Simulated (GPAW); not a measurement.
## A GW chain in GPAW: PbO (honeycomb monolayer)

How does a plane-wave GW calculation on PbO (honeycomb monolayer) run from the first input to the gap?

Method: LDA and many-body steps on it, plane waves, in GPAW 26.7.0.

Report form: the programs' logs are mostly left out.

### 1. Set-up

The cell holds 2 atoms: 1 Pb and 1 O. Cell: a = 3.292 Å, b = 3.292 Å, c = 11.400 Å, α = 90.0°, β = 90.0°, γ = 120.0°. Vacuum lies along c.

The start is a generated structure, not a measured one. Spin-orbit coupling is left out unless a step names it.

### 2. Relaxation

This step: GPAW 26.7.0; DFT, LDA, plane waves, PAW.

Gaps follow bond lengths, so the structure is brought to rest first.

File run.py:

```python
import json
import numpy as np
from gpaw.mpi import world
from ase import Atoms
from ase.constraints import FixSymmetry
from ase.filters import FrechetCellFilter
from ase.optimize import BFGS
from gpaw import GPAW, PW, FermiDirac

atoms = Atoms(['Pb', 'O'],
    cell=[[3.2921299104, 0.0000000000, 0.0000000000],
      [-1.6460649552, 2.8510681350, 0.0000000000],
      [0.0000000000, 0.0000000000, 11.4000000000]],
    scaled_positions=[[0.3333333333, 0.6666666667, 0.4824561404],
      [0.6666666667, 0.3333333333, 0.5175438596]],
    pbc=(True, True, False))
atoms.set_constraint(FixSymmetry(atoms))
atoms.calc = GPAW(mode=PW(700),
    xc='LDA',
    kpts={'size': (9, 9, 1), 'gamma': True},
    occupations=FermiDirac(0.02),
    convergence={'density': 1e-5},
    txt='relax.txt')
steps = []
opt = BFGS(FrechetCellFilter(atoms, mask=[1, 1, 0, 0, 0, 1]), logfile='bfgs.log')
opt.attach(lambda: steps.append([atoms.get_potential_energy(), atoms.cell[:], atoms.positions.copy(), atoms.get_forces()]))
converged = opt.run(fmax=0.03, steps=50)
res = {'converged': bool(converged), 'steps': steps, 'cell': atoms.cell[:], 'frac': atoms.get_scaled_positions()}

if world.rank == 0:
    with open('result.json', 'w') as f:
        json.dump(res, f, default=lambda x: x.tolist())
```

Launch:

```bash
$ mpirun -n 4 gpaw python run.py
```

The job ended after 44 s (4 MPI ranks of Arm Neoverse V2, shared host; peak memory 1 GiB).

The steps of the relaxation:

```tsv
step	energy less that of the first step (eV)	largest force (eV/Å)
1	0.0000	6.1683
2	-2.1582	2.6769
3	-2.5579	1.0572
4	-2.6093	0.4630
5	-2.6203	0.2691
6	-2.6378	0.0014
7	-2.6596	0.3183
8	-2.6796	0.4172
9	-2.6941	0.1326
10	-2.6949	0.0127
```

The atoms that moved most (Å):

```tsv
atom	dx	dy	dz	length
Pb1	0.000	0.000	-0.295	0.295
O2	0.000	0.000	0.295	0.295
```

Final coordinates:

```
Pb O
1.0
     3.44046    0.00000    0.00000
    -1.72023    2.97952    0.00000
     0.00000    0.00000   11.40000
Pb O
1 1
Direct
  0.33333 0.66667 0.45656
  0.66667 0.33333 0.54346
```

### 3. Ground state

The ground-state density comes first.

File run.py:

```python
import json
import numpy as np
from gpaw.mpi import world
from ase import Atoms
from gpaw import GPAW, PW, FermiDirac

atoms = Atoms(['Pb', 'O'],
    cell=[[3.4404564648, 0.0000000000, 0.0000000000],
      [-1.7202282324, 2.9795226992, 0.0000000000],
      [0.0000000000, 0.0000000000, 11.4000000000]],
    scaled_positions=[[0.3333333333, 0.6666666667, 0.4565604263],
      [0.6666666667, 0.3333333333, 0.5434628008]],
    pbc=(True, True, False))
calc = GPAW(mode=PW(600),
    xc='LDA',
    kpts={'size': (12, 12, 1), 'gamma': True},
    occupations=FermiDirac(0.001),
    nbands=-7,
    convergence={'density': 1e-6, 'bands': -3},
    maxiter=100,
    txt='gs.txt')
atoms.calc = calc
res = {'energy': atoms.get_potential_energy()}
kpts = calc.get_ibz_k_points()
res['kpts'] = kpts
res['eigenvalues'] = [calc.get_eigenvalues(kpt=k) for k in range(len(kpts))]
res['n_electrons'] = calc.get_number_of_electrons()
calc.write('gs.gpw')

if world.rank == 0:
    with open('result.json', 'w') as f:
        json.dump(res, f, default=lambda x: x.tolist())
```

Launch:

```bash
$ mpirun -n 4 gpaw python run.py
```

The job ended after 6.8 s (4 MPI ranks; peak memory 0.73 GiB).

This step gave:

- total energy: -11.76 eV
- gap: 2.034 eV
- k of the valence top: 0.3333, 0.3333, 0
- k of the conduction bottom: 0, 0, 0
- least direct gap: 2.565 eV

The gap is indirect, with the least direct gap 0.53 eV higher.

### 4. Empty states on the mesh, 9×9×1 mesh, 199 bands

The sums over transitions need many empty states on a uniform mesh; this step solves for them.

File run.py:

```python
import json
import numpy as np
from gpaw.mpi import world
from gpaw import GPAW

calc = GPAW('gs.gpw').fixed_density(kpts={'size': (9, 9, 1), 'gamma': True},
    nbands=232,
    convergence={'bands': 199},
    txt='nscf.txt')
calc.write('full.gpw', mode='all')
res = {}
kpts = calc.get_ibz_k_points()
res['kpts'] = kpts
res['eigenvalues'] = [calc.get_eigenvalues(kpt=k) for k in range(len(kpts))]
res['n_electrons'] = calc.get_number_of_electrons()

if world.rank == 0:
    with open('result.json', 'w') as f:
        json.dump(res, f, default=lambda x: x.tolist())
```

Launch:

```bash
$ mpirun -n 4 gpaw python run.py
```

It took 87 s on 4 MPI ranks; peak memory 1.1 GiB.

Numbers from this step:

| Item | Value |
| --- | --- |
| gap | 2.034 eV |
| k of the valence top | 0.3333, 0.3333, 0 |
| k of the conduction bottom | 0, 0, 0 |
| least direct gap | 2.565 eV |
| k points computed | 12 |
| lowest point of the top converged band, above the valence top | 77.3478 eV |

On this mesh the gap is 2.034 eV.

### 5. Screening and self-energy, 9×9×1 mesh, 88 bands, screening to 48 eV

G0W0 replaces the xc potential by the self-energy, built once from these orbitals. Only a window of levels is corrected, while the sums run over the empty bands that the input names.

This step: G0W0 on LDA, plane waves, PAW.

File run.py:

```python
import json
import numpy as np
from gpaw.mpi import world
from gpaw.response.g0w0 import G0W0

gw = G0W0('full.gpw',
    filename='gw',
    kpts=[0, 6],
    bands=(8, 12),
    ecut=48,
    nbands=88,
    truncation='2D',
    integrate_gamma='sphere',
    q0_correction=True,
    frequencies={'type': 'nonlinear', 'domega0': 0.15, 'omega2': 15.0},
    eta=0.1,
    nblocksmax=True)
gw.calculate()
res = {mode: {k: v for k, v in r.items() if k != 'sigma_eskwn'}
       for mode, r in gw.all_results.items()}

if world.rank == 0:
    with open('result.json', 'w') as f:
        json.dump(res, f, default=lambda x: x.tolist())
```

Launch:

```bash
$ mpirun -n 4 gpaw python run.py
```

It took 71 s on 4 MPI ranks; peak memory 2 GiB; 4.7 min of CPU time.

Numbers from this step:

```yaml
g0w0_gap_on_the_points_computed: 3.495 eV
least_direct_g0w0_gap_on_the_computed_points: 4.146 eV
z_at_the_valence_top: 0.7539
z_at_the_conduction_bottom: 0.8084
starting_gap_on_the_mesh: 2.034 eV
k_of_the_valence_top: 0.3333, 0.3333, 0
k_of_the_conduction_bottom: 0, 0, 0
```

The gap on the mesh goes from 2.03 eV to 3.49 eV, a correction of +1.46 eV.

Limits: finite bands, cutoff and mesh; no spin-orbit coupling. v1 is the top filled band, c1 the lowest empty one. The levels before and after the correction (eV, zero at the valence-band top of each column):

```tsv
	conduction bottom	valence top
Kohn-Sham	2.03	0.00
G0W0	3.49	0.00
```

```tsv
	level	energy (eV)
Kohn-Sham	Γ v2	-1.321
Kohn-Sham	Γ v1	-0.531
Kohn-Sham	Γ c1	2.034
Kohn-Sham	Γ c2	5.751
Kohn-Sham	(0.333 0.333 0) v2	-1.843
Kohn-Sham	(0.333 0.333 0) v1	0.000
Kohn-Sham	(0.333 0.333 0) c1	3.687
Kohn-Sham	(0.333 0.333 0) c2	4.781
G0W0	Γ v2	-1.252
G0W0	Γ v1	-0.651
G0W0	Γ c1	3.495
G0W0	Γ c2	6.412
G0W0	(0.333 0.333 0) v2	-1.964
G0W0	(0.333 0.333 0) v1	0.000
G0W0	(0.333 0.333 0) c1	5.420
G0W0	(0.333 0.333 0) c2	6.433
```

### 6. Where the time went

Times are wall times on 4 MPI ranks of Arm Neoverse V2, shared host, good to a factor of about two.

```tsv
step	time	share	memory (GiB)
relaxation	44 s	21 %	1
ground state	6.8 s	3 %	0.73
empty states on the mesh	87 s	42 %	1.1
screening and self-energy	71 s	34 %	2
```

### 7. Outcome

| Property | Result |
| --- | --- |
| LDA gap | 2.03 eV, indirect |
| G0W0 gap on the mesh | 3.49 eV |
| GW settings | 9×9×1 mesh, 88 bands, screening to 48 eV, full frequency, Hilbert transform |
| known limits | not at the basis limit; no spin-orbit coupling |

**Reading.** G0W0 moves the gap on the mesh from 2.03 eV to 3.49 eV (+1.46 eV), with Z of 0.75 and 0.81 at the edges. Only 2 of the mesh's irreducible points were corrected, so a valley elsewhere could overtake. Bands and cutoff are finite, so the gap is not at the basis limit. The miss can reach some tenths of an eV and take either sign; the mesh is an error of its own. These stock PAW sets were not made for GW. In the G0W0 run levels were corrected at 2 k points alone, so a gap called «on the mesh» is the least over those, and an edge elsewhere would be missed. Where an edge is built on 6p states of lead, bismuth or thallium, scalar-relativistic gaps usually stand too wide, by a few tenths to over one eV. The many-body steps are scalar-relativistic: spin-orbit coupling is not in them.

[Paths, hosts, dates, memory and timing lines, banners, echoed tables and standing remarks are left out of the program output.]

[Logs are printed without paths, hosts, clocks, repeated set-up lines and the standing remarks that a program may print on its own settings, such as how far it seeks lower states.]

[Runs of the session that timed out or met a known fault of the program may be left out.]

[Hosts, paths, dates, database ids (printed as entryN), source tags and the programs' standing remarks are cut or masked in the printed files.]
